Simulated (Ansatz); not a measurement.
## KBr (Fm-3m): phonons against volume: phonons, V/V0 1.015

Ansatz 0.2.0; DFT LDA, scalar-relativistic, plane waves, PAW.

Phonons at this volume give one point of F(V, T); meshes stay fixed along the series.

Input file input.yaml:

```yaml
crystal:
  lattice:
    - [0.0, 3.2016344153, 3.2016344153]
    - [3.2016344153, 0.0, 3.2016344153]
    - [3.2016344153, 3.2016344153, 0.0]
  atoms:
    - { symbol: K, position: [0.0, 0.0, 0.0] }
    - { symbol: Br, position: [0.5, 0.5, 0.5] }
kpoints:
  mp_grid: { grid: [8, 8, 8] }
hamiltonian:
  xc: lda
scf:
  occupations: { method: fixed }
output:
  eigenvalues: true
phonons:
  method: dfpt
  dielectric: true
  rigid_motions: translations
  qmesh: [4, 4, 4]
  temperatures: { t_max: 1000, t_step: 50 }
  qpath:
    path:
      - [[0.0, 0.0, 0.0], [0.5, 0.0, 0.5], [0.625, 0.25, 0.625]]
      - [[0.375, 0.375, 0.75], [0.0, 0.0, 0.0], [0.5, 0.5, 0.5], [0.5, 0.25, 0.75], [0.5, 0.0, 0.5]]
    npoints: 10
```

Started as:

```
$ ansatz run input.yaml --threads 4 --pin off --max-ram 16384MiB --backend cpu --events-out ev --progress --plain --runs-dir out
```

Before running it: what should come out for the phonon branches?

With 2 atoms in the cell there are 6 branches, three of them acoustic and zero at Γ. The masses differ by a factor of 2.0 (Br against K): the 3 top branches, three for each K, split off, and on this path no mode lies between 95 and 107 cm⁻¹.

LO-TO term included. Phonon branches along the path, in cm⁻¹:

```csv
point,branch 1,branch 2,branch 3,branch 4,branch 5,branch 6
Γ,0,0,0,126,126,169
halfway,30,30,86,128,128,139
X,40,40,70,130,130,137
halfway,46,51,69,128,130,136
U,58,65,72,122,132,134
jump to K,58,65,72,122,132,134
halfway,36,66,76,110,129,152
Γ,0,0,0,126,126,169
halfway,49,49,62,119,119,162
L,77,77,95,107,107,152
halfway,68,69,86,114,123,141
W,59,59,82,118,133,133
halfway,47,61,68,126,131,136
X,40,40,70,130,130,137
```

The phonon branches as a text plot (rows in cm⁻¹):

```
    165 |***                      ***********
    158 |   *                    *           **
    151 |    **                 *              *****
    144 |                      *                    ***
    137 |      *    ******* ***                        **  ******
    130 |   ************************                    *********
    123 |***            ***         ********          **    **
    116 |                  *     ***        ***     ********
    109 |                   *****              *******
    102 |
     95 |                                       ****
     88 |      ***          ****               *    ****
     81 |         **       *                  *         ****
     74 |    **     **    * *****            * *******      *
     67 |             ******    **            *       ***   *****
     60 |   *           * **                **          ****
     53 |              ***  ***  ***       *                * *
     46 |              *       *  **        *                ***
     39 |  *     ******         *         **                   **
     32 |      **                *  *     *
     25 |    **                   **     *
     18 | * *                       **   *
     11 | **                         *  *
      4 |*                            **
         Γ           X  U|K            Γ         L        W     X
```

[Logs are printed without paths, hosts, clocks, repeated set-up lines and the standing remarks that a program may print on its own settings, such as how far it seeks lower states.]

[Hosts, paths, dates, database ids (printed as entryN), source tags and the programs' standing remarks are cut or masked in the printed files.]

[A step with changed settings may run another functional than the one named; its input shows which.]

[Of the runs on displaced cells, only some may be shown.]
